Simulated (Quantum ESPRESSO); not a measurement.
# CuO (Tenorite): parallel and opposed starts, part 2 of 2

Does CuO (Tenorite) prefer parallel or opposed moments?

Quantum ESPRESSO 7.5; LDA with U = 6 eV on Cu d (ortho-atomic projectors); plane waves with GBRV 1.5 LDA potentials, no spin-orbit coupling.

So far, absolute magnetization (μB): step 2 (start 1: ferro ++) 2.07.

### 3. Run 2, typed as antiferro +−

pw.in reads:

```
&CONTROL
  calculation = 'scf'
  prefix = 'pwscf'
  outdir = './tmp'
  pseudo_dir = './pseudo'
  disk_io = 'nowf'
/
&SYSTEM
  ibrav = 0
  nat = 4
  ntyp = 3
  ecutwfc = 40
  ecutrho = 280
  nbnd = 34
  occupations = 'smearing'
  smearing = 'fd'
  degauss = 0.00367493
  nspin = 2
  starting_magnetization(1) = 0.0526
  starting_magnetization(2) = -0.0526
  starting_magnetization(3) = 0
/
&ELECTRONS
  conv_thr = 8d-09
  electron_maxstep = 150
  mixing_beta = 0.3
/
ATOMIC_SPECIES
Cu1    63.5460 cu_lda_v1.2.uspp.F.UPF
Cu2    63.5460 cu_lda_v1.2.uspp.F.UPF
O      15.9990 o_lda_v1.2.uspp.F.UPF
CELL_PARAMETERS angstrom
   2.3418500000   -1.7113000000    0.0000000000
   2.3418500000    1.7113000000    0.0000000000
  -0.8500274268    0.0000000000    5.0578693947
ATOMIC_POSITIONS crystal
Cu1     0.0000000000    0.5000000000    0.0000000000
Cu2     0.5000000000    0.0000000000    0.5000000000
O       0.5816000000    0.4184000000    0.2500000000
O       0.4184000000    0.5816000000    0.7500000000
K_POINTS automatic
8 8 4 0 0 0
HUBBARD {ortho-atomic}
U Cu1-3d 6.0000
U Cu2-3d 6.0000
```

The run is started by

```console
OMP_NUM_THREADS=1 mpirun -n 4 pw.x -nk 4 -in pw.in > pw.out
```

The log of the run:

```text
[banner, memory and clock lines left out]
Program PWSCF v.7.5 starts

     Message from routine setup:
     using ibrav=0 with symmetry is DISCOURAGED, use correct ibrav instead

     bravais-lattice index     =            0
     lattice parameter (alat)  =       5.4811  a.u.
     unit-cell volume          =     273.5769 (a.u.)^3
     number of atoms/cell      =            4
     number of atomic types    =            3
     number of electrons       =        50.00
     number of Kohn-Sham states=           34
     kinetic-energy cutoff     =      40.0000  Ry
     charge density cutoff     =     280.0000  Ry
     scf convergence threshold =      8.0E-09
     mixing beta               =       0.3000
     number of iterations used =            8  plain     mixing
     Exchange-correlation= SLA  PZ   NOGX NOGC
                           (   1   1   0   0   0   0   0)
     Hubbard projectors: ortho-atomic
     Hubbard parameters of DFT+U (Dudarev formulation) in eV:
     U(Cu1-3d) =  6.0000
     U(Cu2-3d) =  6.0000

     Internal variables: lda_plus_u =T, lda_plus_u_kind = 0

     Internal variables: orbital_resolved =F, hub_pot_fix =F, apply_U = F

     celldm(1)=   5.481121  celldm(2)=   0.000000  celldm(3)=   0.000000
     celldm(4)=   0.000000  celldm(5)=   0.000000  celldm(6)=   0.000000

     crystal axes: (cart. coord. in units of alat)
               a(1) = (   0.807400  -0.590005   0.000000 )
               a(2) = (   0.807400   0.590005   0.000000 )
               a(3) = (  -0.293064   0.000000   1.743802 )

     reciprocal axes: (cart. coord. in units 2 pi/alat)
               b(1) = (  0.619272 -0.847451  0.104075 )
               b(2) = (  0.619272  0.847451  0.104075 )
               b(3) = ( -0.000000  0.000000  0.573460 )

     PseudoPot. # 1 for Cu read from file:
     cu_lda_v1.2.uspp.F.UPF
     Pseudo is Ultrasoft + core correction, Zval = 19.0

     PseudoPot. # 2 for Cu read from file:
     cu_lda_v1.2.uspp.F.UPF
     Pseudo is Ultrasoft + core correction, Zval = 19.0

     PseudoPot. # 3 for O  read from file:
     o_lda_v1.2.uspp.F.UPF
     Pseudo is Ultrasoft + core correction, Zval =  6.0

     atomic species   valence    mass     pseudopotential
     Cu1              19.00    63.54600     Cu( 1.00)
     Cu2              19.00    63.54600     Cu( 1.00)
     O                 6.00    15.99900     O ( 1.00)

     Starting magnetic structure
     atomic species   magnetization
     Cu1             0.053
     Cu2            -0.053
     O               0.000

      2 Sym. Ops., with inversion, found

   Cartesian axes

     site n.     atom                  positions (alat units)
         1        Cu1    tau(   1) = (   0.4036998   0.2950025   0.0000000  )
         2        Cu2    tau(   2) = (   0.2571678  -0.2950025   0.8719008  )
         3        O      tau(   3) = (   0.7341337  -0.0962888   0.4359504  )
         4        O      tau(   4) = (   0.5876017   0.0962888   1.3078513  )

     number of k points=   132  Fermi-Dirac smearing, width (Ry)=  0.0037

     Number of k-points >= 100: set verbosity='high' to print them.

     Dense  grid:    21647 G-vectors     FFT dimensions: (  30,  30,  54)

     Smooth grid:     9325 G-vectors     FFT dimensions: (  24,  24,  40)

     Check: negative core charge=   -0.000003
     Generating pointlists ...
     new r_m :   0.2774 (alat units)  1.5207 (a.u.) for type    1
     new r_m :   0.2774 (alat units)  1.5207 (a.u.) for type    2
     new r_m :   0.2774 (alat units)  1.5207 (a.u.) for type    3

     Initial potential from superposition of free atoms

     starting charge      48.0000, renormalised to      50.0000

     STARTING HUBBARD OCCUPATIONS:

     =================== HUBBARD OCCUPATIONS ===================
     ------------------------ ATOM    1 ------------------------
     Tr[ns(  1)] (up, down, total) =   5.00000  3.00000  8.00000
     Atomic magnetic moment for atom   1 =   2.00000
     [... lines left out ...]
     ------------------------ ATOM    2 ------------------------
     Tr[ns(  2)] (up, down, total) =   3.00000  5.00000  8.00000
     Atomic magnetic moment for atom   2 =  -2.00000
     [... lines left out ...]
     Number of occupied Hubbard levels =   16.0000

     Atomic wfc used for Hubbard projectors are orthogonalized

     Starting wfcs are   34 randomized atomic wfcs

     Self-consistent Calculation

     iteration #  1     ecut=    40.00 Ry     beta= 0.30
     Davidson diagonalization with overlap
     ethr =  1.00E-02,  avg # of iterations =  4.2

     =================== HUBBARD OCCUPATIONS ===================
     ------------------------ ATOM    1 ------------------------
     Tr[ns(  1)] (up, down, total) =   4.76736  3.76687  8.53423
     Atomic magnetic moment for atom   1 =   1.00048
     [... lines left out ...]
     ------------------------ ATOM    2 ------------------------
     Tr[ns(  2)] (up, down, total) =   3.76719  4.76697  8.53415
     Atomic magnetic moment for atom   2 =  -0.99978
     [... lines left out ...]
     Number of occupied Hubbard levels =   17.0684

     total energy              =    -870.30835493 Ry
     estimated scf accuracy    <       3.53287249 Ry

     total magnetization       =    -0.00 Bohr mag/cell
     absolute magnetization    =     2.36 Bohr mag/cell

     iteration #  2     ecut=    40.00 Ry     beta= 0.30
     Davidson diagonalization with overlap
     ethr =  7.07E-03,  avg # of iterations =  2.0

     total energy              =    -871.23216849 Ry
     estimated scf accuracy    <       0.69707411 Ry

     total magnetization       =     0.00 Bohr mag/cell
     absolute magnetization    =     1.29 Bohr mag/cell

     [... further iterations left out ...]

     iteration # 14     ecut=    40.00 Ry     beta= 0.30
     Davidson diagonalization with overlap
     ethr =  5.21E-11,  avg # of iterations =  1.0

     total energy              =    -871.32300344 Ry
     estimated scf accuracy    <          9.2E-09 Ry

     total magnetization       =     0.00 Bohr mag/cell
     absolute magnetization    =     1.56 Bohr mag/cell

     iteration # 15     ecut=    40.00 Ry     beta= 0.30
     Davidson diagonalization with overlap
     ethr =  1.84E-11,  avg # of iterations =  1.9

     Magnetic moment per site  (integrated on atomic sphere of radius R)
     atom   1 (R=0.277)  charge= 16.4408  magn=  0.6029
     atom   2 (R=0.277)  charge= 16.4408  magn= -0.6029
     atom   3 (R=0.277)  charge=  5.3288  magn=  0.0000
     atom   4 (R=0.277)  charge=  5.3288  magn=  0.0000

     End of self-consistent calculation

     =================== HUBBARD OCCUPATIONS ===================
     ------------------------ ATOM    1 ------------------------
     Tr[ns(  1)] (up, down, total) =   4.91349  4.32361  9.23710
     Atomic magnetic moment for atom   1 =   0.58988
     [... lines left out ...]
     ------------------------ ATOM    2 ------------------------
     Tr[ns(  2)] (up, down, total) =   4.32361  4.91349  9.23710
     Atomic magnetic moment for atom   2 =  -0.58988
     [... lines left out ...]
     Number of occupied Hubbard levels =   18.4742

     Number of k-points >= 100: set verbosity='high' to print the bands.

     the Fermi energy is    11.2428 ev

!    total energy              =    -871.32300345 Ry
     estimated scf accuracy    <          3.4E-09 Ry
     smearing contrib. (-TS)   =      -0.00000318 Ry
     internal energy E=F+TS    =    -871.32300027 Ry

     The total energy is F=E-TS. E is the sum of the following terms:
     one-electron contribution =    -620.66248047 Ry
     hartree contribution      =     337.13898146 Ry
     xc contribution           =     -90.80622590 Ry
     ewald contribution        =    -497.16893300 Ry
     Hubbard energy            =       0.17565766 Ry

     total magnetization       =     0.00 Bohr mag/cell
     absolute magnetization    =     1.56 Bohr mag/cell

     convergence has been achieved in  15 iterations
```

The job ended after 42 s (4 MPI ranks of Intel Xeon Platinum 8488C (Sapphire Rapids), shared host; peak memory 0.55 GiB).

Spin moment in the atom's sphere by atom:

```
atom  spin moment in the atom's sphere (μB)
 Cu1                                  0.603
 Cu2                                 -0.603
  O3                                  0.000
  O4                                  0.000
```

Read from the output:

- smearing term TS: 4.33e-5 eV
- magnetization: 0 μB
- absolute magnetization: 1.563 μB
- final state: antiferromagnetic

### 4. Run 3 (antiferro q=(0,1/2,1/2) +−+−)

This order needs a doubled cell of 8 atoms. The wavevector q is in fractions of the reciprocal vectors of the crystal's primitive cell, as the cells of these inputs are built from it; moments change sign between cells as cos(2π q·R).

pw.in reads:

```
&CONTROL
  calculation = 'scf'
  prefix = 'pwscf'
  outdir = './tmp'
  pseudo_dir = './pseudo'
  disk_io = 'nowf'
/
&SYSTEM
  ibrav = 0
  nat = 8
  ntyp = 3
  ecutwfc = 40
  ecutrho = 280
  nbnd = 64
  occupations = 'smearing'
  smearing = 'fd'
  degauss = 0.00367493
  nspin = 2
  starting_magnetization(1) = 0.0526
  starting_magnetization(2) = -0.0526
  starting_magnetization(3) = 0
/
&ELECTRONS
  conv_thr = 1.6d-08
  electron_maxstep = 150
  mixing_beta = 0.3
/
ATOMIC_SPECIES
Cu1    63.5460 cu_lda_v1.2.uspp.F.UPF
Cu2    63.5460 cu_lda_v1.2.uspp.F.UPF
O      15.9990 o_lda_v1.2.uspp.F.UPF
CELL_PARAMETERS angstrom
   2.3418500000   -1.7113000000    0.0000000000
   4.6837000000    3.4226000000    0.0000000000
   1.4918225732    1.7113000000    5.0578693947
ATOMIC_POSITIONS crystal
Cu1     0.0000000000    0.2500000000    0.0000000000
Cu2     0.0000000000    0.7500000000    0.0000000000
Cu1     0.5000000000    0.7500000000    0.5000000000
Cu2     0.5000000000    0.2500000000    0.5000000000
O       0.5816000000    0.0842000000    0.2500000000
O       0.5816000000    0.5842000000    0.2500000000
O       0.4184000000    0.9158000000    0.7500000000
O       0.4184000000    0.4158000000    0.7500000000
K_POINTS automatic
8 4 4 0 0 0
HUBBARD {ortho-atomic}
U Cu1-3d 6.0000
U Cu2-3d 6.0000
```

The log of the run:

```text
     [... lines left out ...]
Program PWSCF v.7.5 starts
     [... lines left out ...]
     number of atoms/cell      =            8
     [... lines left out ...]
     number of electrons       =       100.00
     number of Kohn-Sham states=           64
     kinetic-energy cutoff     =      40.0000  Ry
     charge density cutoff     =     280.0000  Ry
     scf convergence threshold =      1.6E-08
     [... lines left out ...]
      2 Sym. Ops., with inversion, found ( 1 have fractional translation)
     [... lines left out ...]
     number of k points=    68  Fermi-Dirac smearing, width (Ry)=  0.0037
     [... lines left out ...]
     iteration # 16     ecut=    40.00 Ry     beta= 0.30
     [... lines left out ...]
     Magnetic moment per site  (integrated on atomic sphere of radius R)
     atom   1 (R=0.277)  charge= 16.4361  magn=  0.6478
     atom   2 (R=0.277)  charge= 16.4361  magn= -0.6478
     atom   3 (R=0.277)  charge= 16.4330  magn=  0.6494
     atom   4 (R=0.277)  charge= 16.4330  magn= -0.6493
     atom   5 (R=0.277)  charge=  5.3328  magn=  0.1429
     atom   6 (R=0.277)  charge=  5.3328  magn= -0.1429
     atom   7 (R=0.277)  charge=  5.3328  magn= -0.1429
     atom   8 (R=0.277)  charge=  5.3328  magn=  0.1429
     [... lines left out ...]
     Tr[ns(  1)] (up, down, total) =   4.92653  4.29905  9.22557
     [... lines left out ...]
     Tr[ns(  2)] (up, down, total) =   4.29904  4.92653  9.22556
     [... lines left out ...]
     Tr[ns(  3)] (up, down, total) =   4.92442  4.29584  9.22026
     [... lines left out ...]
     Tr[ns(  4)] (up, down, total) =   4.29585  4.92442  9.22027
     [... lines left out ...]
     the Fermi energy is    11.2500 ev
!    total energy              =   -1742.63081710 Ry
     estimated scf accuracy    <          6.3E-09 Ry
     smearing contrib. (-TS)   =      -0.00004484 Ry
     [... lines left out ...]
     total magnetization       =     0.00 Bohr mag/cell
     absolute magnetization    =     3.50 Bohr mag/cell
     convergence has been achieved in  16 iterations
```

Run time: 1.9 min. Hardware: 4 MPI ranks; peak memory 0.89 GiB; 7.5 min of CPU time.

Spin moment in the atom's sphere by atom:

```csv
atom,spin moment in the atom's sphere (μB)
Cu1,0.648
Cu2,-0.648
Cu3,0.649
Cu4,-0.649
O5,0.143
O6,-0.143
O7,-0.143
O8,0.143
```

Numbers from this step:

* smearing term TS: 6.10e-4 eV
* magnetization: 0 μB
* absolute magnetization: 3.499 μB
* final state: antiferromagnetic

### 5. Ranking

An order is kept where moments of 0.15 μB or more survive with the typed signs; meshes match where a doubled cell samples the same k points as the first cell.

Orders:

```
                       start        final state  typed order kept  energy over the lowest (meV a seeded atom)  largest site moment (μB)  net moment (μB a cell of the first run)  mesh matched  CPU time (s)
                    ferro ++      ferromagnetic               yes                                       57.67                    0.6708                                    1.992           yes         121.4
                antiferro +-  antiferromagnetic               yes                                           0                    0.6029                                        0           yes         165.3
antiferro q=(0,1/2,1/2) +-+-  antiferromagnetic               yes                                       51.67                    0.6494                                        0            no         447.1
```

### 6. Occupations of the corrected shells in the lowest state

Occupations of the Hubbard shells:

```
block  type  shell  spin  electrons             occupation numbers
    1   Cu1     3d    up      4.913  0.968 0.983 0.986 0.987 0.990
    1   Cu1     3d  down      4.324  0.399 0.965 0.985 0.986 0.988
    2   Cu2     3d    up      4.324  0.399 0.965 0.985 0.986 0.988
    2   Cu2     3d  down      4.913  0.968 0.983 0.986 0.987 0.990
```

### 7. Results

| Property | Result |
| --- | --- |
| lowest state found | antiferromagnetic (from antiferro +-) |
| largest site moment | 0.603 μB |
| next state with moments | antiferromagnetic, 51.7 meV a seeded atom higher |

What this shows: The k meshes of the cells are not all equivalent, which blurs small differences. This is the lowest of 3 collinear or spinless starts, no proof of the ground state.

[Logs and program files are shortened in this print: banners, set-up blocks, solver, clock and traceback lines can be left out without a mark of their own.]

[Logs are printed without paths, hosts, clocks, repeated set-up lines and the standing remarks that a program may print on its own settings, such as how far it seeks lower states.]

[Hosts, paths, dates, database ids (printed as entryN), source tags and the programs' standing remarks are cut or masked in the printed files.]

[Where a cell is said to come from a database of computed structures, the database is the Materials Project.]
